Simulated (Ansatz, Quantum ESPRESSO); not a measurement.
# Band edges of honeycomb PN, 1 layer under strain, part 2 of 2

Wanted: deformation of the bands of honeycomb PN, 1 layer, driven from Python.

Quantum ESPRESSO 7.5; plane-wave DFT, PBE, GBRV ultrasoft pseudopotentials; geometry by Ansatz 0.2.0 with PAW datasets.

So far: The starting structure; Geometry from Ansatz.

## 3. Running the series

Under ESM bc1 levels count from the vacuum, or from the mean of the two vacuum levels where the sheet has a dipole, so band edges at unlike strains can be compared.

Level of this step: plane-wave DFT, PBE, GBRV ultrasoft pseudopotentials (Quantum ESPRESSO 7.5).

run.py

```python
import json
import numpy as np
from ase import Atoms
from ase.calculators.espresso import Espresso, EspressoProfile

profile = EspressoProfile(command='mpirun -n 2 pw.x -nk 2', pseudo_dir='../pseudo')
pseudopotentials = {'N': 'n_pbe_v1.2.uspp.F.UPF', 'P': 'p_pbe_v1.5.uspp.F.UPF'}
system = {'ecutwfc': 40, 'ecutrho': 200, 'occupations': 'smearing', 'smearing': 'fd', 'degauss': 0.002}


def calculator(name, kpts, **extra):
    data = dict(control=dict(tprnfor=True, verbosity='high', disk_io='none'),
                system=system | extra,
                electrons=dict(conv_thr=1e-09, mixing_beta=0.4, mixing_mode='plain',
                               electron_maxstep=100))
    return Espresso(profile=profile, directory=name, pseudopotentials=pseudopotentials, kpts=kpts, input_data=data)


def centre(atoms):
    z = atoms.positions[:, 2]
    atoms.positions[:, 2] -= (z.max() + z.min()) / 2  # ESM wants the slab about z = 0
    return atoms

sheet = Atoms(
    ['N', 'P'],
    scaled_positions=[
        [0.6666666667, 0.3333333333, 0.4726634580],
        [0.3333333333, 0.6666666667, 0.5273365420]],
    cell=[
        [2.727993671465, 0.000000000000, 0.000000000000],
        [-1.363996835732, 2.362511820851, 0.000000000000],
        [0.000000000000, 0.000000000000, 15.860000000000]],
    pbc=True)

rows = []
for strain in [-0.03, -0.015, 0.0, 0.015, 0.03]:
    atoms = sheet.copy()
    atoms.set_cell(sheet.cell.array * [[1 + strain], [1 + strain], [1]], scale_atoms=True)
    atoms = centre(atoms)
    atoms.calc = calculator(f's{strain:+.3f}', (18, 18, 1), assume_isolated='esm', esm_bc='bc1', nbnd=9)
    energy = atoms.get_potential_energy()
    levels = np.array([atoms.calc.get_eigenvalues(kpt=i) for i in range(len(atoms.calc.get_ibz_k_points()))])
    top, bottom = levels[:, 4].max(), levels[:, 5].min()
    direct = (levels[:, 5] - levels[:, 4]).min()
    rows.append([strain, energy, top, bottom, direct])
    print(f'strain {strain:+.3f}: E = {energy:.5f} eV, valence top {top:.3f}, conduction bottom {bottom:.3f}, '
          f'gap {bottom - top:.3f}, least direct gap {direct:.3f} eV')

x, energy, top, bottom, direct = np.array(rows).T
area = np.linalg.norm(np.cross(*sheet.cell[:2]))
stiffness = np.polyfit(x, energy, 2)[0] / area * 16.0218  # C11 + C12, heights clamped
print(f'valence and conduction edges move by {np.polyfit(x, top, 1)[0]:.2f} and {np.polyfit(x, bottom, 1)[0]:.2f} eV per unit biaxial strain')
print(f'C11 + C12 with clamped heights: {stiffness:.1f} N/m')
json.dump(dict(rows=rows, stiffness=stiffness), open('result.json', 'w'))
```

Launch:

```bash
$ OMP_NUM_THREADS=1 python run.py
```

The program printed:

```text
strain -0.030: E = -484.49548 eV, valence top -7.100, conduction bottom -5.136, gap 1.964, least direct gap 2.709 eV
strain -0.015: E = -484.54989 eV, valence top -7.074, conduction bottom -5.182, gap 1.893, least direct gap 2.625 eV
strain +0.000: E = -484.56803 eV, valence top -7.031, conduction bottom -5.220, gap 1.811, least direct gap 2.545 eV
strain +0.015: E = -484.55422 eV, valence top -6.975, conduction bottom -5.250, gap 1.725, least direct gap 2.471 eV
strain +0.030: E = -484.51232 eV, valence top -6.920, conduction bottom -5.273, gap 1.647, least direct gap 2.403 eV
valence and conduction edges move by 3.06 and -2.29 eV per unit biaxial strain
C11 + C12 with clamped heights: 177.2 N/m
```

Elapsed: 80 s, on 2 MPI ranks of Arm Neoverse V2, shared host; peak memory 0.25 GiB; 2.6 min of CPU time.

The input that ASE wrote for the first run, and its log:

```
&CONTROL
   verbosity        = 'high'
   tprnfor          = .true.
   disk_io          = 'none'
   pseudo_dir       = '../pseudo'
/
&SYSTEM
   nbnd             = 9
   ecutwfc          = 40
   ecutrho          = 200
   occupations      = 'smearing'
   degauss          = 0.002
   smearing         = 'fd'
   assume_isolated  = 'esm'
   esm_bc           = 'bc1'
   ntyp             = 2
   nat              = 2
   ibrav            = 0
/
&ELECTRONS
   electron_maxstep = 100
   conv_thr         = 1e-09
   mixing_mode      = 'plain'
   mixing_beta      = 0.4
/
&IONS
/
&CELL
/
&FCP
/
&RISM
/
ATOMIC_SPECIES
N 14.007 n_pbe_v1.2.uspp.F.UPF
P 30.973761998 p_pbe_v1.5.uspp.F.UPF

K_POINTS automatic
18 18 1  0 0 0

CELL_PARAMETERS angstrom
2.64615386132105 0.00000000000000 0.00000000000000
-1.32307693066004 2.29163646622547 0.00000000000000
0.00000000000000 0.00000000000000 15.86000000000000

ATOMIC_POSITIONS angstrom
N 1.3230769308 0.7638788220 -0.4335575561  
P -0.0000000001 1.5277576442 0.4335575561
```

```text
Program PWSCF v.7.5 starts
[citation notice left out]

     Parallel version (MPI & OpenMP), running on       2 processor cores
     Number of MPI processes:                 2
     Threads/MPI process:                     1

     MPI processes distributed on     1 nodes
[... 1 line left out ...]

Warning: card &CELL ignored
Warning: card &FCP ignored
Warning: card &RISM ignored

     Current dimensions of program PWSCF are:
     Max number of different atomic species (ntypx) = 10
     Max number of k-points (npk) =  40000
     Max angular momentum in pseudopotentials (lmaxx) =  4
     Message from routine setup:
     using ibrav=0 with symmetry is DISCOURAGED, use correct ibrav instead

     K-points division:     npool     =       2
     Subspace diagonalization in iterative solution of the eigenvalue problem:
     a serial algorithm will be used

     G-vector sticks info
     --------------------
     sticks:   dense  smooth     PW     G-vecs:    dense   smooth      PW
     Sum         349     283     85                31011    22003    4041

     Using Slab Decomposition

     bravais-lattice index     =            0
     lattice parameter (alat)  =       5.0005  a.u.
     unit-cell volume          =     649.0238 (a.u.)^3
     number of atoms/cell      =            2
     number of atomic types    =            2
     number of electrons       =        10.00
     number of Kohn-Sham states=            9
     kinetic-energy cutoff     =      40.0000  Ry
     charge density cutoff     =     200.0000  Ry
     scf convergence threshold =      1.0E-09
     mixing beta               =       0.4000
     number of iterations used =            8  plain     mixing
     Exchange-correlation=  SLA  PW   PBX  PBC
                           (   1   4   3   4   0   0   0)

     Effective Screening Medium Method
     =================================
     Boundary Conditions: Vacuum-Slab-Vacuum
     total charge in unit cell        =   0.0000
     grid points for fit at edges     =        4

[... 10 lines left out ...]
     PseudoPot. # 1 for N  read from file:
     ../pseudo/n_pbe_v1.2.uspp.F.UPF
     Pseudo is Ultrasoft + core correction, Zval =  5.0
     Generated by new atomic code, or converted to UPF format
     Using radial grid of  729 points,  4 beta functions with:
                l(1) =   0
                l(2) =   0
                l(3) =   1
                l(4) =   1
     Q(r) pseudized with  8 coefficients,  rinner =    0.900   0.900   0.900

     PseudoPot. # 2 for P  read from file:
     ../pseudo/p_pbe_v1.5.uspp.F.UPF
     Pseudo is Ultrasoft + core correction, Zval =  5.0
     Generated by new atomic code, or converted to UPF format
     Using radial grid of  903 points,  6 beta functions with:
                l(1) =   0
                l(2) =   0
                l(3) =   1
                l(4) =   1
                l(5) =   2
                l(6) =   2
[... 397 lines left out ...]

[... 1 line left out ...]

     total energy              =     -35.60976408 Ry
     estimated scf accuracy    <          5.1E-09 Ry

     iteration # 12     ecut=    40.00 Ry     beta= 0.40
[... 1 line left out ...]

---- Real-time Memory Report at c_bands before calling an iterative solver
           121 MiB given to the printing process from OS
            50 MiB allocation reported by mallinfo(arena+hblkhd)
[... 1 line left out ...]
------------------
     c_bands:  1 eigenvalues not converged
     c_bands:  1 eigenvalues not converged
[... 1 line left out ...]

     negative rho (up, down):  1.864E-04 0.000E+00

[... 1 line left out ...]

     End of self-consistent calculation

          k = 0.0000 0.0000 0.0000 (  2653 PWs)   bands (ev):

   -27.4002 -15.3391  -9.3463  -9.3463  -8.0855  -1.5928  -0.5018  -0.1778
     0.4407

     occupation numbers
     1.0000   1.0000   1.0000   1.0000   1.0000   0.0000   0.0000   0.0000
     0.0000

[... 216 lines left out ...]

     the Fermi energy is    -5.7595 ev

!    total energy              =     -35.60976408 Ry
     estimated scf accuracy    <          3.7E-10 Ry
     smearing contrib. (-TS)   =      -0.00000000 Ry
     internal energy E=F+TS    =     -35.60976408 Ry

     The total energy is F=E-TS. E is the sum of the following terms:
     one-electron contribution =      87.43292848 Ry
     hartree contribution      =     -43.33492499 Ry
     xc contribution           =     -11.43196734 Ry
     ewald contribution        =     -68.27580024 Ry

     convergence has been achieved in  12 iterations

     negative rho (up, down):  1.864E-04 0.000E+00

     Forces acting on atoms (cartesian axes, Ry/au):

     atom    1 type  1   force =     0.00000000    0.00000000   -0.01502125
     atom    2 type  2   force =     0.00000000    0.00000000    0.01498282
     The non-local contrib.  to forces
     atom    1 type  1   force =     0.00000000    0.00000000    1.50622280
     atom    2 type  2   force =     0.00000000    0.00000000   -0.58628580
     The ionic contribution  to forces
     atom    1 type  1   force =    -0.00000000    0.00000000  -11.42309726
     atom    2 type  2   force =     0.00000000   -0.00000000   11.42309726
     The local contribution  to forces
     atom    1 type  1   force =    -0.00000000    0.00000000    9.91399907
     atom    2 type  2   force =    -0.00000000    0.00000000  -10.85238930
     The core correction contribution to forces
     atom    1 type  1   force =     0.00000000   -0.00000000   -0.01214014
     atom    2 type  2   force =    -0.00000000    0.00000000    0.03059490
     The Hubbard contrib.    to forces
     atom    1 type  1   force =     0.00000000    0.00000000    0.00000000
     atom    2 type  2   force =     0.00000000    0.00000000    0.00000000
     The SCF correction term to forces
     atom    1 type  1   force =    -0.00000000    0.00000000   -0.00000572
     atom    2 type  2   force =     0.00000000   -0.00000000   -0.00003424

     Total force =     0.021216     Total SCF correction =     0.000035
     Message from routine punch:
     Nothing written, as per user request (disk_io='none')

[... 1 line left out ...]

[... 1 line left out ...]

[... 1 line left out ...]

[... 3 lines left out ...]

[... 1 line left out ...]

[... 2 lines left out ...]

[... 1 line left out ...]

[... 1 line left out ...]

=------------------------------------------------------------------------------=
   JOB DONE.
=------------------------------------------------------------------------------=
```

Read from the output:

```
biaxial stiffness : 177.2 N/m
```

Band edge from the vacuum level against biaxial strain:

| biaxial strain (%) | valence top (eV) | conduction bottom (eV) |
| --- | --- | --- |
| -3.00 | -7.1 | -5.14 |
| -1.50 | -7.07 | -5.18 |
| 0.00 | -7.03 | -5.22 |
| 1.50 | -6.98 | -5.25 |
| 3.00 | -6.92 | -5.27 |

The gap by biaxial strain:

| biaxial strain (%) | on the mesh (eV) | least direct (eV) |
| --- | --- | --- |
| -3.00 | 1.96 | 2.71 |
| -1.50 | 1.89 | 2.62 |
| 0.00 | 1.81 | 2.54 |
| 1.50 | 1.73 | 2.47 |
| 3.00 | 1.65 | 2.40 |

Energy over the lowest against biaxial strain:

| biaxial strain (%) | energy over the lowest (meV) |
| --- | --- |
| -3.00 | 72.6 |
| -1.50 | 18.1 |
| 0.00 | 0 |
| 1.50 | 13.8 |
| 3.00 | 55.7 |

## 4. The script: vdW-DF-cx, GBRV ultrasoft

Level of this step: plane-wave DFT, vdW-DF-cx, GBRV ultrasoft pseudopotentials made under PBE (Quantum ESPRESSO 7.5). input_dft overrides the functional of the files.

run.py, as its differences from the input of step 3:

```diff
@@ -7,3 +7,3 @@
 pseudopotentials = {'N': 'n_pbe_v1.2.uspp.F.UPF', 'P': 'p_pbe_v1.5.uspp.F.UPF'}
-system = {'ecutwfc': 40, 'ecutrho': 200, 'occupations': 'smearing', 'smearing': 'fd', 'degauss': 0.002}
+system = {'ecutwfc': 40, 'ecutrho': 200, 'input_dft': 'vdw-df-cx', 'occupations': 'smearing', 'smearing': 'fd', 'degauss': 0.002}
```

Launch:

```bash
$ OMP_NUM_THREADS=1 python run.py
```

The program printed:

```text
strain -0.030: E = -484.21691 eV, valence top -7.214, conduction bottom -5.249, gap 1.965, least direct gap 2.708 eV
strain -0.015: E = -484.26259 eV, valence top -7.187, conduction bottom -5.293, gap 1.894, least direct gap 2.624 eV
strain +0.000: E = -484.27202 eV, valence top -7.145, conduction bottom -5.330, gap 1.815, least direct gap 2.544 eV
strain +0.015: E = -484.24948 eV, valence top -7.087, conduction bottom -5.359, gap 1.729, least direct gap 2.470 eV
strain +0.030: E = -484.19889 eV, valence top -7.030, conduction bottom -5.380, gap 1.650, least direct gap 2.402 eV
valence and conduction edges move by 3.11 and -2.18 eV per unit biaxial strain
C11 + C12 with clamped heights: 177.2 N/m
```

Wall time 3.8 min (2 MPI ranks); peak memory 0.26 GiB.

Band edge from the vacuum level against biaxial strain:

| biaxial strain (%) | valence top (eV) | conduction bottom (eV) |
| --- | --- | --- |
| -3.00 | -7.21 | -5.25 |
| -1.50 | -7.19 | -5.29 |
| 0.00 | -7.14 | -5.33 |
| 1.50 | -7.09 | -5.36 |
| 3.00 | -7.03 | -5.38 |

The gap by biaxial strain:

| biaxial strain (%) | on the mesh (eV) | least direct (eV) |
| --- | --- | --- |
| -3.00 | 1.96 | 2.71 |
| -1.50 | 1.89 | 2.62 |
| 0.00 | 1.81 | 2.54 |
| 1.50 | 1.73 | 2.47 |
| 3.00 | 1.65 | 2.40 |

Energy over the lowest against biaxial strain:

| biaxial strain (%) | energy over the lowest (meV) |
| --- | --- |
| -3.00 | 55.1 |
| -1.50 | 9.43 |
| 0.00 | 0 |
| 1.50 | 22.5 |
| 3.00 | 73.1 |

## 5. Worked from the printed numbers

Under equal strain ε in the plane, E = A (C11 + C12) ε². From the points at ±1.5 %: d²E/dε² = (18.15 + 13.82 − 2 × 0.00) meV / 0.015² = 142 eV, and 142/(2 × 6.445 Å²) × 16.02 = 177 N/m.

## 6. Outcome

```yaml
c11_c12_heights_clamped_pbe_gbrv_ultrasoft: 177 N/m
gap_on_the_mesh_at_zero_strain_pbe_gbrv_ultrasoft: 1.81 eV
valence_top_below_the_mean_of_the_two_vacuum_levels_at_zero_strain_pbe_gbrv_ultrasoft: 7.03 eV
shift_of_the_valence_top_per_unit_biaxial_strain_pbe_gbrv_ultrasoft: 3.1 eV
shift_of_the_conduction_bottom_per_unit_biaxial_strain_pbe_gbrv_ultrasoft: -2.3 eV
c11_c12_heights_clamped_vdw_df_cx_gbrv_ultrasoft_made_under_pbe: 177 N/m
gap_on_the_mesh_at_zero_strain_vdw_df_cx_gbrv_ultrasoft_made_under_pbe: 1.81 eV
valence_top_below_the_mean_of_the_two_vacuum_levels_at_zero_strain_vdw_df_cx_gbrv_ultrasoft_made_under_pbe: 7.14 eV
shift_of_the_valence_top_per_unit_biaxial_strain_vdw_df_cx_gbrv_ultrasoft_made_under_pbe: 3.1 eV
shift_of_the_conduction_bottom_per_unit_biaxial_strain_vdw_df_cx_gbrv_ultrasoft_made_under_pbe: -2.2 eV
```

In words: The sheet's biaxial stiffness comes to 177 N/m and its gap at zero strain to 1.81 eV (PBE, GBRV ultrasoft). From −3 % to +3 % the gap on the mesh goes from 1.96 to 1.65 eV; it is indirect at every strain. Heights are clamped under strain, which makes a sheet with several atomic planes too stiff. Semilocal gaps are too small. The sheet carries a dipole, so the two faces have unlike vacuum levels and the zero lies between them.

[Logs are printed without paths, hosts, clocks, repeated set-up lines and the standing remarks that a program may print on its own settings, such as how far it seeks lower states.]

[Hosts, paths, dates, database ids (printed as entryN), source tags and the programs' standing remarks are cut or masked in the printed files.]

[Maps of the electrostatic potential energy from Ansatz leave out the sawtooth potential of an applied field or a dipole correction, so their vacuum need not be flat; planar profiles and work functions include it.]
